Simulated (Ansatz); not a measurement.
# Binding across the interface in twisted silicene bilayer, 87.80° (52 atoms), part 3 of 3

How much energy holds the two parts of twisted silicene bilayer, 87.80° (52 atoms) together, and how does it fall off with distance?

Ansatz 0.2.0; Kohn-Sham DFT, PBE+D4, PAW (set soft_2), plane waves.

So far. Step 3 (Relaxation): The relaxation converged after 18 steps, 5.30 eV below its start, with a largest force component of 0.0095 eV/Å. Step 6 (The upper part alone): The whole (-33050.292 eV) less the lower (-16518.167 eV) and the upper part (-16518.168 eV) leaves -13.957 eV.

**7. Upper part moved by +0.3 Å**

Moving the upper part rigidly maps the well in which it sits.

The input, input.yaml:

```yaml
crystal:
  lattice:
    - [13.9174, 0.0, 0.0]
    - [-6.9587, 12.05282, 0.0]
    - [0.0, 0.0, 16.17]
  atoms:
    - { symbol: Si, position: [0.13367, 0.19487, 0.42842] }
    - { symbol: Si, position: [0.18429, 0.05716, 0.41] }
    - { symbol: Si, position: [0.21773, 0.49104, 0.4282] }
    - { symbol: Si, position: [0.25257, 0.36081, 0.36434] }
    - { symbol: Si, position: [0.27321, 0.78229, 0.42818] }
    - { symbol: Si, position: [0.33338, 0.66675, 0.37284] }
    [... 40 atom lines left out ...]
    - { symbol: Si, position: [0.7938, 0.28693, 0.64839] }
    - { symbol: Si, position: [0.74097, 0.11328, 0.59855] }
    - { symbol: Si, position: [0.02978, 0.59053, 0.61089] }
    - { symbol: Si, position: [0.97497, 0.39956, 0.5995] }
    - { symbol: Si, position: [0.10815, 0.36057, 0.65418] }
    - { symbol: Si, position: [0.06119, 0.19478, 0.58982] }
kpoints:
  mp_grid: { grid: [3, 3, 1] }
hamiltonian:
  xc: pbe
  dispersion: d4
scf:
  occupations: { method: fermi_dirac, width: 0.025 }
output:
  forces: true
  eigenvalues: true
```

Command:

```bash
$ ansatz run input.yaml --threads 4 --pin off --max-ram 15872MiB --backend cpu --events-out ev --progress --plain --runs-dir out
```

Numbers of over 12 decimals in the logs are rounded to 6 here.

The program printed:

```text
[...]
Crystal: 52 atoms, lattice volume = 2712.419 Å³
Basis set: ecut = 420 eV, 53041 PW (Γ), exchange–correlation on 192×192×240 points (8 copies of the dense FFT grid, shifted against one another)
Bands: 156, of which v1, the nominal top of the filled ones, is band 104 counted from 1 (103 counted from 0)
Symmetry: 1 space group operations
[...]
k-points: 5 of 9 (time reversal used)
[...]
SCF iter   1: F=—  HF=-33048.127320 eV  |F-HF|=—  |Δ(HF+E_count)|=         —  Δρ=2.73e-3  dr2=1.14e0  ethr=1.77e-3  ⟨swp⟩=7.6  Hψ=4215  notcnv=0  defer=124
[...]
SCF iter   5: F=—  HF=-33047.984188 eV  |F-HF|=—  |Δ(HF+E_count)|=   2.11e-5  Δρ=5.05e-5  dr2=1.68e-4  ethr=7.16e-7  ⟨swp⟩=2.0  Hψ=971  notcnv=0  defer=25
automatic band count: iteration 5 solves 120 bands in place of 156: the levels show a gap, and the empty bands left out lie too high to hold charge; the band table lists the bands solved (type scf.n_extra_bands for more)
SCF iter   6: F=—  HF=-33047.984249 eV  |F-HF|=—  |Δ(HF+E_count)|=   6.12e-5  Δρ=2.08e-5  dr2=4.44e-5  ethr=8.08e-8  ⟨swp⟩=2.0  Hψ=980  notcnv=0  defer=25
[...]
SCF iter   9: F=-33047.984444 eV  HF=-33047.984444 eV  |F-HF|=1.19e-9  |Δ(HF+E_count)|=   2.49e-7  Δρ=1.05e-6  dr2=9.81e-8  ethr=4.81e-11  ⟨swp⟩=14.0  Hψ=3456  notcnv=0
[...]
SCF 1 converged in 9 iterations: F = -33047.984444 eV  dr2 = 9.81e-8
[...]
SCF converged after 9 iterations
Free energy (F): -33047.984444 eV
[...]
Internal energy: -33047.953014 eV  (E = F + TS)
E sigma→0 (E₀):  -33047.968729 eV
Entropy (-TS):   -0.031430 eV (-0.604 meV/atom)
Fermi energy:    -0.420271 eV
[...]
Σ components = -33047.984444   (vs F -33047.984444, Δ=0.00e0)
--- Forces (eV/Å), atoms counted from 1 ---
  atom   1  Si     0.15391283    -0.23076948    -0.18964452
  atom   2  Si     0.15604289     0.00271207     0.49309971
  atom   3  Si    -0.17467673    -0.00763054     0.04949471
  atom   4  Si     0.21081280     0.03498618     0.27216572
[...]
atom  52  Si    -0.15464529    -0.22861998     0.19311312
  max |Σ_I F_I| component: 8.12e-6 eV/Å
--- Band table (eV; the first three rows and the last of 5) ---
[...]
```

Run time: 77 s. Hardware: 4 threads of Arm Neoverse V1, shared host; peak memory 7.1 GiB; 5.1 min of CPU time.

Upper part moved by +0.3 Å: the energy stands 2.31 eV above that of the reference.

**8. Upper part moved by -0.3 Å**

Another point of the curve.

Edit input.yaml of step 7 so:

```diff
@@ -13,8 +13,8 @@
     [... 40 atom lines left out ...]
-    - { symbol: Si, position: [0.7938, 0.28693, 0.64839] }
-    - { symbol: Si, position: [0.74097, 0.11328, 0.59855] }
-    - { symbol: Si, position: [0.02978, 0.59053, 0.61089] }
-    - { symbol: Si, position: [0.97497, 0.39956, 0.5995] }
-    - { symbol: Si, position: [0.10815, 0.36057, 0.65418] }
-    - { symbol: Si, position: [0.06119, 0.19478, 0.58982] }
+    - { symbol: Si, position: [0.7938, 0.28693, 0.61129] }
+    - { symbol: Si, position: [0.74097, 0.11328, 0.56145] }
+    - { symbol: Si, position: [0.02978, 0.59053, 0.57379] }
+    - { symbol: Si, position: [0.97497, 0.39956, 0.5624] }
+    - { symbol: Si, position: [0.10815, 0.36057, 0.61708] }
+    - { symbol: Si, position: [0.06119, 0.19478, 0.55272] }
 kpoints:
```

The program printed:

```text
[...]
Crystal: 52 atoms, lattice volume = 2712.419 Å³
Basis set: ecut = 420 eV, 53041 PW (Γ), exchange–correlation on 192×192×240 points (8 copies of the dense FFT grid, shifted against one another)
Bands: 156, of which v1, the nominal top of the filled ones, is band 104 counted from 1 (103 counted from 0)
Symmetry: 1 space group operations
[...]
k-points: 5 of 9 (time reversal used)
[...]
SCF iter   1: F=—  HF=-33048.066395 eV  |F-HF|=—  |Δ(HF+E_count)|=         —  Δρ=3.34e-3  dr2=2.04e0  ethr=1.77e-3  ⟨swp⟩=8.0  Hψ=4454  notcnv=0  defer=65
[...]
SCF iter   7: F=—  HF=-33047.837139 eV  |F-HF|=—  |Δ(HF+E_count)|=   1.01e-4  Δρ=6.10e-5  dr2=4.02e-4  ethr=5.77e-7  ⟨swp⟩=2.8  Hψ=995  notcnv=0  defer=199
[...]
SCF iter  11: F=—  HF=-33047.837314 eV  |F-HF|=—  |Δ(HF+E_count)|=   7.32e-8  Δρ=1.53e-6  dr2=1.70e-7  ethr=1.28e-9  ⟨swp⟩=2.0  Hψ=1033  notcnv=0  defer=199
SCF iter  12: F=-33047.837314 eV  HF=-33047.837314 eV  |F-HF|=1.67e-9  |Δ(HF+E_count)|=   8.30e-8  Δρ=5.66e-7  dr2=2.57e-8  ethr=4.81e-11  ⟨swp⟩=25.8  Hψ=5959  notcnv=0
[...]
SCF 1 converged in 12 iterations: F = -33047.837314 eV  dr2 = 2.57e-8
[...]
SCF converged after 12 iterations
Free energy (F): -33047.837314 eV
[...]
Internal energy: -33047.806028 eV  (E = F + TS)
E sigma→0 (E₀):  -33047.821671 eV
Entropy (-TS):   -0.031287 eV (-0.602 meV/atom)
Fermi energy:    -0.409795 eV
[...]
Σ components = -33047.837314   (vs F -33047.837314, Δ=0.00e0)
--- Forces (eV/Å), atoms counted from 1 ---
  atom   1  Si     0.81714826     0.03098244    -1.51052127
  atom   2  Si    -0.22225149     0.01743246     0.12191882
  atom   3  Si    -0.89133105    -0.20762568    -2.31877823
  atom   4  Si     0.10051232     0.04864313    -0.45664790
[...]
atom  52  Si    -0.81631874     0.03400349     1.51507729
  max |Σ_I F_I| component: 1.22e-5 eV/Å
--- Band table (eV; the first three rows and the last of 5) ---
[...]
```

It took 1.9 min on 4 threads; peak memory 7.2 GiB; 7.5 min of CPU time.

Upper part moved by -0.3 Å: the energy stands 2.45 eV above that of the reference.

**9. Upper part moved by +0.8 Å**

Another point of the curve.

Input and log are left out; they have the form of those shown for this kind of step.

The job ended after 74 s (4 threads of Arm Neoverse V1, shared host; peak memory 7.1 GiB).

Upper part moved by +0.8 Å: the energy stands 6.81 eV above that of the reference.

**10. Upper part moved by +1.6 Å**

Another point of the curve.

Edit input.yaml of step 8 so:

```diff
@@ -13,8 +13,8 @@
     [... 40 atom lines left out ...]
-    - { symbol: Si, position: [0.7938, 0.28693, 0.61129] }
-    - { symbol: Si, position: [0.74097, 0.11328, 0.56145] }
-    - { symbol: Si, position: [0.02978, 0.59053, 0.57379] }
-    - { symbol: Si, position: [0.97497, 0.39956, 0.5624] }
-    - { symbol: Si, position: [0.10815, 0.36057, 0.61708] }
-    - { symbol: Si, position: [0.06119, 0.19478, 0.55272] }
+    - { symbol: Si, position: [0.7938, 0.28693, 0.72879] }
+    - { symbol: Si, position: [0.74097, 0.11328, 0.67895] }
+    - { symbol: Si, position: [0.02978, 0.59053, 0.69129] }
+    - { symbol: Si, position: [0.97497, 0.39956, 0.6799] }
+    - { symbol: Si, position: [0.10815, 0.36057, 0.73458] }
+    - { symbol: Si, position: [0.06119, 0.19478, 0.67022] }
 kpoints:
```

The program printed:

```text
[...]
Crystal: 52 atoms, lattice volume = 2712.419 Å³
Basis set: ecut = 420 eV, 53041 PW (Γ), exchange–correlation on 192×192×240 points (8 copies of the dense FFT grid, shifted against one another)
Bands: 156, of which v1, the nominal top of the filled ones, is band 104 counted from 1 (103 counted from 0)
Symmetry: 1 space group operations
[...]
k-points: 5 of 9 (time reversal used)
[...]
SCF iter   1: F=—  HF=-33039.192771 eV  |F-HF|=—  |Δ(HF+E_count)|=         —  Δρ=2.13e-3  dr2=3.19e-1  ethr=1.77e-3  ⟨swp⟩=7.8  Hψ=4200  notcnv=0  defer=137
[...]
SCF iter   9: F=-33039.169804 eV  HF=-33039.169804 eV  |F-HF|=2.55e-10  |Δ(HF+E_count)|=   3.89e-8  Δρ=4.05e-7  dr2=9.75e-9  ethr=4.81e-11  ⟨swp⟩=4.2  Hψ=2072  notcnv=0
SCF 1 converged in 9 iterations: F = -33039.169804 eV  dr2 = 9.75e-9
[...]
SCF converged after 9 iterations
Free energy (F): -33039.169804 eV
[...]
Internal energy: -33039.156011 eV  (E = F + TS)
E sigma→0 (E₀):  -33039.162908 eV
Entropy (-TS):   -0.013793 eV (-0.265 meV/atom)
Fermi energy:    -0.448942 eV
[...]
Σ components = -33039.169804   (vs F -33039.169804, Δ=0.00e0)
--- Forces (eV/Å), atoms counted from 1 ---
  atom   1  Si    -0.08457039    -0.82516740    -0.09051526
  atom   2  Si    -0.13845419    -0.07340824     0.11739749
  atom   3  Si    -0.52074745    -0.18802357    -0.40800300
  atom   4  Si     0.16452484     0.12317271     0.92528106
[...]
atom  52  Si     0.08377763    -0.82367121     0.09658649
  max |Σ_I F_I| component: 9.54e-7 eV/Å
--- Band table (eV; the first three rows and the last of 5) ---
[...]
```

Run time: 83 s. Hardware: 4 threads; peak memory 7.1 GiB; 5.5 min of CPU time.

Upper part moved by +1.6 Å: the energy stands 11.1 eV above that of the reference.

**11. Upper part moved by +3 Å**

Another point of the curve.

Input and log are left out; they have the form of those shown for this kind of step.

Elapsed: 72 s, on 4 threads of Arm Neoverse V1, shared host; peak memory 7.1 GiB.

Upper part moved by +3 Å: the energy stands 13.2 eV above that of the reference.

**12. Interaction energy**

Whole cell less its two parts, each frozen at the geometry of the whole and solved in the same cell with the same functional, so that energy zeros cancel. The upper part is 'layer 2' and the lower part 'layer 1'. The nearest atoms of the two parts stand 2.39 Å apart. The face is 167.7 Å².

```
functional  interaction energy (eV)  of it, the added dispersion term (eV)  per area (meV/Å²)  per area (J/m²)  per atom of the upper part (meV)
    PBE+D4                  -13.957                                 -4.086              -83.2            -1.33                            -536.8
```

**13. Energy against separation**

The upper part is moved rigidly along the normal from its place in the reference.

```
shift (Å)  energy change (eV)  per area (meV/Å²)  share of the binding lost (%)
     -0.3               2.455              14.63                              -
     +0.0               0.000               0.00                              -
     +0.3               2.308              13.76                             17
     +0.8               6.808              40.59                             49
     +1.6              11.122              66.31                             80
     +3.0              13.193              78.65                             95
```

**14. Levels of whole and parts**

```
      cell  level spacing (eV)  vacuum level at the upper face, over the highest filled level, or over E_F where no gap is given (eV)  moment (μB)
     whole                   -                                                                                                   4.76      no spin
lower part                   -                                                                                                   4.58      no spin
upper part                   -                                                                                                   4.60      no spin
```

A dash marks a cell without a clear gap, or without a flat potential in the vacuum.

**15. Outcome**

The parts bind with 83.2 meV/Å² (14.0 eV for the cell) at the level PBE+D4, far more than van der Waals binding between intact sheets, and bonds of chemical length cross the interface. The added dispersion term contributes -4.086 eV, the functional itself -9.871 eV. The curvature over ±0.3 Å is 5.1×10²⁰ N/m³. At +3.0 Å, 95 % of the binding is lost; the shift also narrows the vacuum to the periodic image.

Caveats: The parts are frozen, so the energy of their deformation isn't counted. No correction is made for dipoles across the vacuum, and the parts also feel their periodic images through it. The program warns that the dispersion model switches its C6 values near this geometry, which can put artefacts into forces and pressure. The relaxed geometry lies near a switch of the dispersion model's C6 values, so it may be an artefact of their interpolation.

The DFT runs together took 32 min of wall time.

[Logs are printed without paths, hosts, clocks, repeated set-up lines and the standing remarks that a program may print on its own settings, such as how far it seeks lower states.]

[Hosts, paths, dates, database ids (printed as entryN), source tags and the programs' standing remarks are cut or masked in the printed files.]
